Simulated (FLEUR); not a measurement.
```cif
data_co
_symmetry_space_group_name_H-M 'P6_3/mmc'
_symmetry_Int_Tables_number 194
_cell_length_a 2.5074
_cell_length_b 2.5074
_cell_length_c 4.0699
_cell_angle_alpha 90.000
_cell_angle_beta 90.000
_cell_angle_gamma 120.000
_cell_volume 22.16
loop_
_atom_site_label
_atom_site_type_symbol
_atom_site_symmetry_multiplicity
_atom_site_Wyckoff_symbol
_atom_site_fract_x
_atom_site_fract_y
_atom_site_fract_z
_atom_site_occupancy
Co1 Co 2 c 0.33333 0.66667 0.25000 1
_calc_subject 'Cobalt: parallel and opposed starts'
_calc_method 'PBEsol; all-electron FLAPW, Dirac cores, scalar-relativistic bands'
_calc_program 'FLEUR MaX-R8.1'
_calc_settings_of_one_run 'kmax 3.6 1/bohr, gmax 10.8 1/bohr, muffin tin radii Co: 2.3 bohr, lmax Co: [8, 6], hist occupations, smearing width 0.08 eV, mixer Anderson, mixing 0.05, max iterations 90, stop 2.00e-5 me/bohr³, collinear spin, 12×12×12 k-mesh, mesh matched on, starting moments 2 2 μB'
_calc_cost '4 runs, 3.2 min in all on 4 MPI ranks of AMD EPYC 9R45, shared host (the runs of this entry)'
_calc_notes 'The run is spin-polarised, with a total moment of 3.29 μB a cell. This is the lowest of 4 finished starts, no proof of the ground state.'
_calc_lowest_state_found 'ferromagnetic (initial ferro ++)'
_calc_largest_site_spin_moment '1.70 μB'
_calc_next_finished_state 'antiferromagnetic, 186 meV a seeded atom higher'
_calc_energy_gained_by_spin_polarisation '219 meV a seeded atom'
```

```cif
data_gdzn
_symmetry_space_group_name_H-M 'Pm-3m'
_symmetry_Int_Tables_number 221
_cell_length_a 3.6180
_cell_length_b 3.6180
_cell_length_c 3.6180
_cell_angle_alpha 90.000
_cell_angle_beta 90.000
_cell_angle_gamma 90.000
_cell_volume 47.36
loop_
_atom_site_label
_atom_site_type_symbol
_atom_site_symmetry_multiplicity
_atom_site_Wyckoff_symbol
_atom_site_fract_x
_atom_site_fract_y
_atom_site_fract_z
_atom_site_occupancy
Gd1 Gd 1 a 0.00000 0.00000 0.00000 1
Zn1 Zn 1 b 0.50000 0.50000 0.50000 1
_calc_subject 'GdZn: parallel and opposed starts'
_calc_method 'LDA (VWN) with U = 3.6 eV on Gd f; all-electron FLAPW, Dirac cores, scalar-relativistic bands'
_calc_program 'FLEUR MaX-R8.1'
_calc_settings_of_one_run 'kmax 3.6 1/bohr, gmax 10.8 1/bohr, muffin tin radii Gd: 2.8, Zn: 2.8 bohr, lmax Gd: [10, 8], Zn: [10, 8], hist occupations, smearing width 0.05 eV, mixer Anderson, mixing 0.05, max iterations 130, stop 0.0001 me/bohr³, collinear spin, 8×8×8 k-mesh, double counting FLL, mesh matched on, seeded occupations whole cubic f orbitals, Hund's first rule, starting moments 7 0 μB'
_calc_cost '3 runs, 1.8 min in all on 4 MPI ranks of AMD EPYC 9R45, shared host (the runs of this entry)'
_calc_notes 'The database entry behind the starting cell differs from later determinations by our own check (about 0.4 % long). The run is spin-polarised, with a total moment of 7.61 μB a cell. Only 3 starts were tried; other patterns of signs, canted and longer-period orders were not.'
_calc_lowest_state_found 'ferromagnetic (initial ferro +)'
_calc_largest_site_spin_moment '7.28 μB'
_calc_next_finished_state 'antiferromagnetic, 48.0 meV a seeded atom higher'
```

[Logs and program files are shortened in this print: banners, set-up blocks, solver, clock and traceback lines can be left out without a mark of their own.]

[Logs are printed without paths, hosts, clocks, repeated set-up lines and the standing remarks that a program may print on its own settings, such as how far it seeks lower states.]

[Hosts, paths, dates, database ids (printed as entryN), source tags and the programs' standing remarks are cut or masked in the printed files.]

[Where a cell is said to come from a database of computed structures, the database is the Materials Project.]
